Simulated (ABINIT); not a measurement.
# Calculated records

```
Beyond one shot: AlGaN2 (P3m1)
1.0
     3.14528    0.00000    0.00000
    -1.57264    2.72389    0.00000
     0.00000    0.00000    5.09689
Al Ga N
1 1 2
Direct
  0.00000 0.00000 0.99926
  0.66667 0.33333 0.49717
  0.66667 0.33333 0.11180
  0.00000 0.00000 0.62816
# method: RPA screening on LDA from quasiparticle energies and orbitals, plane waves, norm-conserving pseudopotentials (and 4 further levels or steps)
# program: ABINIT 10.8.3
# settings: cutoff 45 Ha, PseudoDojo scalar-relativistic 0.4.1 stringent, norm-conserving, ngkpt (3, 3, 2), nband 34, ecuteps 3.2 Ha, gwcalctyp 28, inclvkb 2, shiftk (0, 0, 0), symchi 1, awtr 1, frequency ppm, cycle 5, q points all but q = 0, 3×3×2 k-mesh
# cost: 16 runs, 1.9 min in all on 4 MPI ranks of Intel Xeon Platinum 8559C (Emerald Rapids), shared host
# notes: The program’s warnings: nkpt*nsppol () is not a multiple of nproc spkpt (). The cell and positions are those that the Materials Project relaxed with its own functionals (PBE, PBE+U or r2SCAN), kept fixed. Limits: no spin-orbit coupling. The 3×3×2 mesh is coarse for this cell, which bears on the long-range parts of exchange and screening.
# G0W0: 4.224 eV
# QSGW, cycle 1: 4.454 eV
# QSGW, cycle 2: 4.685 eV
# QSGW, cycle 3: 4.743 eV
# QSGW, cycle 4: 4.758 eV
# QSGW, cycle 5: 4.759 eV
# known limits: short of the basis limit; no spin-orbit coupling; coarse k mesh
```

[Long decimals in the printed logs are rounded to 6 places.]

[Logs are printed without paths, hosts, clocks, repeated set-up lines and the standing remarks that a program may print on its own settings, such as how far it seeks lower states.]

[Paths, hosts, dates, memory and timing lines, banners, echoed tables and standing remarks are left out of the program output; an Ansatz launch command may be rebuilt from the run's recorded settings. Measured values are a selection of at most five: reports struck by readers or far from the other reports are left out. None is set beside runs whose start may be inverted or whose files or cutoffs have a known fault.]

[Runs of the session that timed out or met a known fault of the program may be left out.]

[Hosts, paths, dates, database ids (printed as entryN), source tags and the programs' standing remarks are cut or masked in the printed files.]

[G0W0 gaps are taken among the corrected bands and points alone; a level outside them can change the order at an edge.]

[Where Ansatz stands beside ABINIT at settings called matched, ABINIT's density can come from a denser mesh and the files from another edition; pairs whose starting gaps differed by over 0.03 eV were left out, so agreement reads better than it is.]
